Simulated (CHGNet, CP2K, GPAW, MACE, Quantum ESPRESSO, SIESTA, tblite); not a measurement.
**Σ5 (001) twist boundary in Ge (77 atoms) in SIESTA**

How do the settings of SIESTA change the result for Σ5 (001) twist boundary in Ge (77 atoms)? A plane-wave run serves as the yardstick.

Program: SIESTA 5.4.2. Level of theory: the method is named at each step. Results are calculated unless marked as measured.

## Step 1: The starting structure

The cell holds 77 atoms: 77 Ge. Cell: a = 8.946 Å, b = 8.946 Å, c = 22.565 Å, α = 90.0°, β = 90.0°, γ = 90.0°. It derives from Ge (diamond-structure). Diamond-structure Ge (a = 5.658 Å); two grains turned against each other by 36.87 deg about [001]; 1 x 1 coincidence cells, 2 lattice periods a grain, two boundaries a cell, upper grain shifted by [0.031, 0.71] of the boundary cell and opened by 0.2 Å, one atom of each pair nearer than 2.009 Å removed; minimised with a classical potential (one cell length free). Then every atom was moved at random, 0.02 Å r.m.s. a Cartesian component. Regions: lower grain, 40 atoms (40 Ge); upper grain, 37 atoms (37 Ge). The structure's axis is c.

The yardstick, on the same geometry:

| Item | Value |
| --- | --- |
| method | Kohn-Sham DFT, PBE, SSSP efficiency 1.3.0 pseudopotentials, plane waves (Quantum ESPRESSO 7.5); sssp-pbe-1.3.0-efficiency, cutoffs 45/360 Ry, Γ point |
| r.m.s. force component | 0.4065 eV/Å |
| longest force | 1.733 eV/Å |
| pressure | 5.283 GPa |
| time | 8.2 min on 4 MPI ranks of Arm Neoverse V1, shared host |
| CPU time | 33 min |

## Step 2: PBE, DZP, shift 0.01 Ry, mesh 300 Ry

Method: Kohn-Sham DFT, PBE, PseudoDojo 0.4.1 norm-conserving pseudopotentials (converted to PSML), numerical atomic orbitals (DZP), diagonalisation.

The .psml files are PseudoDojo norm-conserving potentials that we converted to this format, checked against plane waves on the same files for H, C, O, Si, Ge and Ca alone.

The input, input.fdf:

```
SystemLabel cell
NumberOfAtoms 77
NumberOfSpecies 1
%block ChemicalSpeciesLabel
  1 32 Ge
%endblock ChemicalSpeciesLabel
LatticeConstant 1.0 Ang
%block LatticeVectors
  8.94608 0.00000 0.00000
  0.00000 8.94608 0.00000
  0.00000 0.00000 22.56460
%endblock LatticeVectors
PAO.BasisSize DZP
PAO.EnergyShift 0.01 Ry
XC.Functional GGA
XC.Authors PBE
MeshCutoff 300 Ry
%block kgrid_Monkhorst_Pack
  1 0 0 0.0
  0 1 0 0.0
  0 0 1 0.0
%endblock kgrid_Monkhorst_Pack
SolutionMethod diagon
OccupationFunction FD
ElectronicTemperature 580 K
SCF.Mixer.Method Pulay
SCF.Mixer.Weight 0.05
SCF.Mixer.History 8
SCF.Mix Hamiltonian
MaxSCFIterations 300
SCF.DM.Tolerance 1e-04
SCF.H.Tolerance 1.0e-3 eV
WriteForces T
Write.HirshfeldPop T
Write.VoronoiPop T
Write.DM F
Write.H F
XML.Write F
AtomicCoordinatesFormat Fractional
%block AtomicCoordinatesAndAtomicSpecies
  0.99609 0.98407 0.01230 1
  0.19070 0.09108 0.07423 1
  0.38016 0.19493 0.01400 1
  0.59008 0.28977 0.07051 1
  0.81243 0.35691 0.01107 1
  0.99045 0.49460 0.07030 1
  0.69021 0.09790 0.13416 1
  0.88598 0.19801 0.19658 1
  0.19639 0.59673 0.00998 1
  0.39673 0.70238 0.06814 1
  0.59514 0.82505 0.00478 1
  0.78825 0.90205 0.07496 1
  0.08575 0.29536 0.13293 1
  0.28795 0.39745 0.19209 1
  0.49183 0.49660 0.13162 1
  0.68789 0.59774 0.19340 1
  0.88646 0.69382 0.13316 1
  0.08764 0.79693 0.19388 1
  0.98553 0.99625 0.25512 1
  0.18636 0.09722 0.31830 1
  0.38576 0.19237 0.25595 1
  0.58242 0.29311 0.31424 1
  0.78128 0.39146 0.25556 1
  0.98226 0.49743 0.31570 1
  0.67725 0.10142 0.37916 1
  0.87603 0.20134 0.44193 1
  0.28789 0.89066 0.13267 1
  0.49078 0.99548 0.19392 1
  0.18796 0.59550 0.25468 1
  0.38519 0.70195 0.31514 1
  0.58730 0.79842 0.25547 1
  0.78256 0.89407 0.31927 1
  0.07978 0.29605 0.37668 1
  0.27647 0.41805 0.43666 1
  0.48113 0.49802 0.37137 1
  0.67630 0.57681 0.43961 1
  0.87524 0.69295 0.37887 1
  0.07728 0.79182 0.44087 1
  0.28634 0.89547 0.37828 1
  0.46592 0.00770 0.44346 1
  0.64651 0.90838 0.51294 1
  0.74940 0.11279 0.57193 1
  0.94681 0.51228 0.57493 1
  0.94865 0.01518 0.63422 1
  0.04554 0.21411 0.69522 1
  0.15968 0.91995 0.57037 1
  0.27016 0.11875 0.50935 1
  0.36119 0.31115 0.57239 1
  0.46691 0.51277 0.51203 1
  0.55237 0.71680 0.57404 1
  0.35024 0.81519 0.63369 1
  0.44253 0.01508 0.69485 1
  0.54913 0.21430 0.63412 1
  0.64549 0.41611 0.69563 1
  0.74732 0.61562 0.63294 1
  0.85053 0.81136 0.69612 1
[... 17 atom lines left out ...]
  0.63674 0.42541 0.93500 1
  0.74416 0.62188 0.87406 1
  0.83539 0.81846 0.94238 1
  0.13021 0.39544 0.88269 1
%endblock AtomicCoordinatesAndAtomicSpecies
```

Started as:

```bash
> OMP_NUM_THREADS=1 mpirun -np 2 siesta < input.fdf > output.txt
```

Output:

```text
Version         : 5.4.2
reinit: System Name:
reinit: System Label: cell
initatom: Reading input for the pseudopotentials and atomic orbitals ----------
Species number:   1 Atomic number:   32 Label: Ge
Ground state valence configuration (from tables):   4s02  4p02  4d00  4f00
---- Processing specs for species: Ge
GGA--PBE XC_GGA_X_PBE--XC_GGA_C_PBE pb
Semicore shell(s) with 10 electrons included in the valence for Ge
Semicore shell(s): 3d
Fallback to non-perturbative polarization scheme for Ge
Please see the manual if this is not desired in principle
Ge pseudopotential only contains V_ls up to l=2 -- lmxkb reset.
Using PAO.SplitTailNorm
%block ChemicalSpeciesLabel
    1   32 Ge                      # Species index, atomic number, species label
%endblock ChemicalSpeciesLabel
%block PAO.Basis                 # Define Basis set
Ge                    4                    # Species label, number of l-shells
 n=4   0   2                         # n, l, Nzeta
   5.264      3.748
   1.000      1.000
 n=4   1   2                         # n, l, Nzeta
   6.996      5.083
   1.000      1.000
 n=3   2   1                         # n, l, Nzeta
   2.782
   1.000
 n=4   2   1                         # n, l, Nzeta
   6.996
   1.000
%endblock PAO.Basis
coor:   Atomic-coordinates input format  =     Fractional
siesta: System type = bulk
initatomlists: Number of atoms, orbitals, and projectors:     77  1386  1386
siesta: ******************** Simulation parameters ****************************
Total number of electrons:  1078.000000
Total ionic charge:  1078.000000
 Kpoints in:            1 . Kpoints trimmed:            1
siesta: k-grid: Number of k-points = 1
siesta: k-points from Monkhorst-Pack grid
siesta: k-cutoff (effective) =     4.473 Ang
siesta: k-point supercell and displacements
siesta: k-grid:     1     0     0      0.000
siesta: k-grid:     0     1     0      0.000
siesta: k-grid:     0     0     1      0.000
                     ====================================
                        Single-point calculation
                     ====================================
outcell: Unit cell vectors (Ang):
        8.946080    0.000000    0.000000
        0.000000    8.946080    0.000000
        0.000000    0.000000   22.564600
outcell: Cell vector modules (Ang)   :    8.946080    8.946080   22.564600
outcell: Cell angles (23,13,12) (deg):     90.0000     90.0000     90.0000
outcell: Cell volume (Ang**3)        :   1805.8979
Gamma-point calculation with interaction between periodic images
Gamma-point calculation with interaction between periodic images
Some features might not work optimally:
Some features might not work optimally:
e.g. DM initialization from atomic data
e.g. DM initialization from atomic data
new_DM -- step:     1
Initializing Density Matrix...
Attempting to read DM from file... Failed...
DM filled with atomic data:
InitMesh: MESH = 96 x 96 x 240 = 2211840
InitMesh: Mesh cutoff (required, used) =   300.000   312.658 Ry
stepf: Fermi-Dirac step function
        iscf     Eharris(eV)        E_KS(eV)     FreeEng(eV)     dDmax    Ef(eV) dHmax(eV)
   scf:    1  -187027.297134  -187037.885905  -187038.109378  0.697054 -3.616973  3.416843
   scf:    2  -187037.082770  -187038.387047  -187038.636768  0.055842 -3.619263  4.078646
   scf:    3  -187039.338189  -187039.219412  -187039.464799  0.022813 -3.614817  2.233432
   scf:    4  -187040.387683  -187039.898006  -187040.156090  0.028478 -3.618316  2.079045
   scf:    5  -187040.648651  -187040.310354  -187040.573617  0.018940 -3.632573  1.572326
   scf:    6  -187041.265319  -187040.884150  -187041.148596  0.058958 -3.712077  0.875660
   scf:    7  -187041.043393  -187040.981910  -187041.246217  0.023262 -3.738499  0.415716
   scf:    8  -187041.015311  -187041.002478  -187041.265198  0.004299 -3.742259  0.241332
   scf:    9  -187041.021431  -187041.014334  -187041.275732  0.005111 -3.743439  0.111822
   scf:   10  -187041.017621  -187041.016318  -187041.277447  0.001067 -3.742913  0.074274
   scf:   11  -187041.018869  -187041.017908  -187041.279151  0.001587 -3.740576  0.049837
   scf:   12  -187041.018724  -187041.018344  -187041.279503  0.000412 -3.739560  0.031696
[...]
scf:   18  -187041.019120  -187041.019121  -187041.280214  0.000038 -3.731815  0.003696
   scf:   19  -187041.019121  -187041.019122  -187041.280217  0.000093 -3.731654  0.002764
   scf:   20  -187041.019120  -187041.019121  -187041.280218  0.000032 -3.731598  0.001828
   scf:   21  -187041.019116  -187041.019118  -187041.280220  0.000050 -3.731557  0.001073
   scf:   22  -187041.019110  -187041.019114  -187041.280220  0.000045 -3.731545  0.000551
SCF Convergence by DM+H criterion
max |DM_out - DM_in|         :     0.0000445109
max |H_out - H_in|      (eV) :     0.0005508354
SCF cycle converged after 22 iterations
Using DM_out to compute the final energy and forces
siesta: E_KS(eV) =          -187041.0191
siesta: E_KS - E_eggbox =   -187041.0191
siesta: Atomic forces (eV/Ang):
     1    0.967916   -0.594706    0.192499
     2   -0.257610   -0.055457    0.443943
     3   -0.462027    1.166729   -0.746974
     4    0.234607   -0.274049    0.069130
     5   -0.195493   -0.051865   -0.093715
     6    0.227177    0.604109   -0.091094
     7   -0.166295    0.139145    0.704037
     8    0.192806   -0.035180   -0.519614
     9   -0.434301   -0.519690   -2.041451
    10    0.411595   -0.234140   -0.177870
    11    0.207731   -0.136155    0.098540
    12   -0.173061    0.313735    0.268707
[...]
73    0.180213    0.028656    0.163688
    74   -0.572549    0.895358    0.047831
    75    0.608608   -0.261475    0.859843
    76    0.184011   -1.296518   -0.212599
    77    0.505637    0.844161    1.525802
----------------------------------------
   Tot   -0.003035   -0.000030    0.008512
----------------------------------------
   Max    2.186890
   Res    0.490208    sqrt( Sum f_i^2 / 3N )
----------------------------------------
   Max    2.186890    constrained
Stress tensor Voigt[x,y,z,yz,xz,xy] (kbar):      -67.98      -57.50      -78.38        2.89       -9.73       -3.54
(Free)E + p*V (eV/cell)  -186964.6855
Target enthalpy (eV/cell)  -187041.2802
siesta: Program's energy decomposition (eV):
siesta: Ebs     =    -24619.555737
siesta: Eions   =    187191.863038
siesta: Ena     =      3633.293180
siesta: Ekin    =    140777.363158
siesta: Enl     =    -98808.924021
siesta: DEna    =       310.147984
siesta: DUscf   =        10.462139
siesta: Ex      =    -43362.004001
siesta: Ec      =     -2409.494515
siesta: Exc     =    -45771.498516
siesta: Eharris =   -187041.019110
siesta: Etot    =   -187041.019114
siesta: FreeEng =   -187041.280220
siesta: Final energy (eV):
siesta:  Band Struct. =  -24619.555737
siesta:       Kinetic =  140777.363158
siesta:       Hartree =   61913.842194
siesta:         Exch. =  -43362.004001
siesta:         Corr. =   -2409.494515
siesta:   Exch.-corr. =  -45771.498516
siesta:  Ion-electron = -258667.718579
siesta:       Ion-ion =  -85293.007371
siesta:         Total = -187041.019114
siesta:         Fermi =      -3.731545
siesta: Stress tensor (static) (eV/Ang**3):
siesta:    -0.042430   -0.002212   -0.006072
siesta:    -0.002212   -0.035890    0.001804
siesta:    -0.006072    0.001804   -0.048921
siesta: Cell volume =       1805.897905 Ang**3
siesta: Pressure (static):
siesta:                Solid            Molecule  Units
siesta:           0.00046194          0.00041665  Ry/Bohr**3
siesta:           0.04241365          0.03825509  eV/Ang**3
siesta:          67.95416210         61.29140615  kBar
    Orbital volume contribution        =          61.829985 eV
    (Free)E + p_basis*V_orbitals       =     -186979.450235 eV
    (Free)Eharris+ p_basis*V_orbitals  =     -186979.450231 eV
Hirshfeld Atomic Populations:
Atom #   charge [q] valence [e]  Species
     1    -0.018921   14.018921  Ge
     2    -0.016747   14.016747  Ge
     3    -0.033384   14.033384  Ge
     4     0.009925   13.990075  Ge
     5     0.000352   13.999648  Ge
     6    -0.014698   14.014698  Ge
     7    -0.014899   14.014899  Ge
     8    -0.003594   14.003594  Ge
     9     0.018664   13.981336  Ge
    10     0.006202   13.993798  Ge
    11     0.006098   13.993902  Ge
    12    -0.006871   14.006871  Ge
[...]
--------------------
 Total     0.000080
Voronoi Atomic Populations:
Atom #   charge [q] valence [e]  Species
[...]
73     0.006615   13.993385  Ge
    74    -0.017767   14.017767  Ge
    75    -0.024019   14.024019  Ge
    76     0.032912   13.967088  Ge
    77     0.032868   13.967132  Ge
--------------------
 Total     0.000080
```

Run time: 4.2 min. Hardware: 2 MPI ranks of Arm Neoverse V1, shared host; peak memory 1.8 GiB; 8.4 min of CPU time.

Banners, paths, timers and routine set-up lines are dropped from the logs unmarked, and long logs keep their key lines alone; longer cuts are marked.

Against the reference:

```yaml
r_m_s_force_component: 0.4902 eV/Å
r_m_s_difference_of_force_components: 110.6 meV/Å
longest_difference_of_force_vectors: 515.4 meV/Å
force_difference_over_r_m_s_force: 27.21 %
slope_of_forces_against_the_reference_s: 1.19
correlation_of_force_components: 0.9869
pressure: 6.795 GPa
pressure_difference: 1.512 GPa
```

This run lies far from the reference in forces at the same functional.

A closer look about Ge35, whose charge lies farthest from its element's mean: 14 atoms, nearest first, numbered in the order of the input, with positions taken from that point.

```tsv
atom	x	y	z	distance (Å)	bonds	Hirshfeld charge (e)	Fx	Fy	Fz (eV/Å)
Ge35	0.00	0.00	0.00	0.00	4	-0.03	0.09	-0.53	-0.23
Ge30	-0.86	1.82	-1.27	2.38	4	0.00	-0.18	-0.08	-0.47
Ge22	0.91	-1.83	-1.29	2.42	4	-0.01	0.02	0.27	0.01
Ge36	1.75	0.70	1.54	2.43	3	0.00	0.42	-0.36	0.58
Ge34	-1.83	-0.72	1.47	2.46	3	0.01	-0.41	0.33	0.25
Ge49	-0.13	0.13	3.17	3.18	4	0.03	-0.16	0.04	0.39
Ge29	-2.62	0.87	-2.63	3.82	4	0.00	-0.17	0.09	0.07
Ge23	2.69	-0.95	-2.61	3.87	4	0.00	0.16	0.69	-0.02
Ge31	0.95	2.69	-2.62	3.87	4	-0.01	0.17	-0.13	-0.25
Ge21	-0.85	-2.73	-2.60	3.87	4	-0.01	-0.40	0.10	-0.76
Ge37	3.53	1.74	0.17	3.94	4	0.01	0.30	-0.40	0.54
Ge25	1.75	-3.55	0.18	3.96	4	-0.01	-0.24	0.03	0.33
Ge39	-1.74	3.56	0.16	3.96	4	-0.01	-0.64	-0.58	0.39
Ge33	-3.59	-1.81	0.12	4.02	4	0.00	-0.45	0.22	0.56
```

Forces lie 27 % from the reference's, at 0.26 times its CPU time (on 2 against 4 cores).

## Step 3: PBE, SZP, shift 0.01 Ry, mesh 300 Ry

Method: Kohn-Sham DFT, PBE, PseudoDojo 0.4.1 norm-conserving pseudopotentials (converted to PSML), numerical atomic orbitals (SZP), diagonalisation.

Changes to input.fdf since step 2:

```diff
@@ -12,3 +12,3 @@
 %endblock LatticeVectors
-PAO.BasisSize DZP
+PAO.BasisSize SZP
 PAO.EnergyShift 0.01 Ry
```

Started as:

```bash
> OMP_NUM_THREADS=1 siesta < input.fdf > output.txt
```

Output:

```text
Version         : 5.4.2
reinit: System Name:
reinit: System Label: cell
initatom: Reading input for the pseudopotentials and atomic orbitals ----------
Species number:   1 Atomic number:   32 Label: Ge
Ground state valence configuration (from tables):   4s02  4p02  4d00  4f00
---- Processing specs for species: Ge
GGA--PBE XC_GGA_X_PBE--XC_GGA_C_PBE pb
[... lines left out ...]
        iscf     Eharris(eV)        E_KS(eV)     FreeEng(eV)     dDmax    Ef(eV) dHmax(eV)
[... lines left out ...]
SCF Convergence by DM+H criterion
[... lines left out ...]
SCF cycle converged after 21 iterations
[... lines left out ...]
   Max    2.660620
[... lines left out ...]
   Max    2.660620    constrained
Stress tensor Voigt[x,y,z,yz,xz,xy] (kbar):      -92.75      -78.63      -97.93        2.81      -11.61       -4.55
[... lines left out ...]
siesta: FreeEng =   -187019.904058
[... lines left out ...]
siesta:         Fermi =      -3.772369
[... lines left out ...]
siesta:    -0.002837   -0.049075    0.001751
siesta:    -0.007246    0.001751   -0.061121
siesta: Cell volume =       1805.897905 Ang**3
siesta: Pressure (static):
siesta:                Solid            Molecule  Units
siesta:           0.00061022          0.00055609  Ry/Bohr**3
siesta:           0.05602819          0.05105817  eV/Ang**3
siesta:          89.76706287         81.80420465  kBar
    Orbital volume contribution        =          50.854735 eV
    (Free)E + p_basis*V_orbitals       =     -186969.049324 eV
    (Free)Eharris+ p_basis*V_orbitals  =     -186969.049315 eV
Hirshfeld Atomic Populations:
Atom #   charge [q] valence [e]  Species
     1    -0.020826   14.020826  Ge
     2    -0.016551   14.016551  Ge
     3    -0.032139   14.032139  Ge
[...]
--------------------
 Total     0.000023
Voronoi Atomic Populations:
Atom #   charge [q] valence [e]  Species
[...]
76     0.032208   13.967792  Ge
    77     0.032499   13.967501  Ge
--------------------
 Total     0.000023
```

Run time: 6 min. Hardware: 1 thread; peak memory 1.4 GiB.

Against the reference:

| Quantity | Value |
| --- | --- |
| r.m.s. force component | 0.5787 eV/Å |
| r.m.s. difference of force components | 211.6 meV/Å |
| longest difference of force vectors | 989.3 meV/Å |
| force difference over r.m.s. force | 52.07 % |
| slope of forces against the reference's | 1.378 |
| correlation of force components | 0.9678 |
| pressure | 8.977 GPa |
| pressure difference | 3.694 GPa |

This is a coarse setting, run to see what it loses.

Against the first run (27 %), the force difference from the reference is 52 %, at 0.71 times the CPU time (on 1 against 2 cores), with 1078 basis functions against 1386: the smaller basis costs accuracy.

[end of part 1 of 2]

[Also dropped from logs without a mark: logging warnings of Python, and SIESTA's first energy breakdown and zero terms.]

[Logs are printed without paths, hosts, clocks, repeated set-up lines and the standing remarks that a program may print on its own settings, such as how far it seeks lower states.]

[Hosts, paths, dates, database ids (printed as entryN), source tags and the programs' standing remarks are cut or masked in the printed files.]
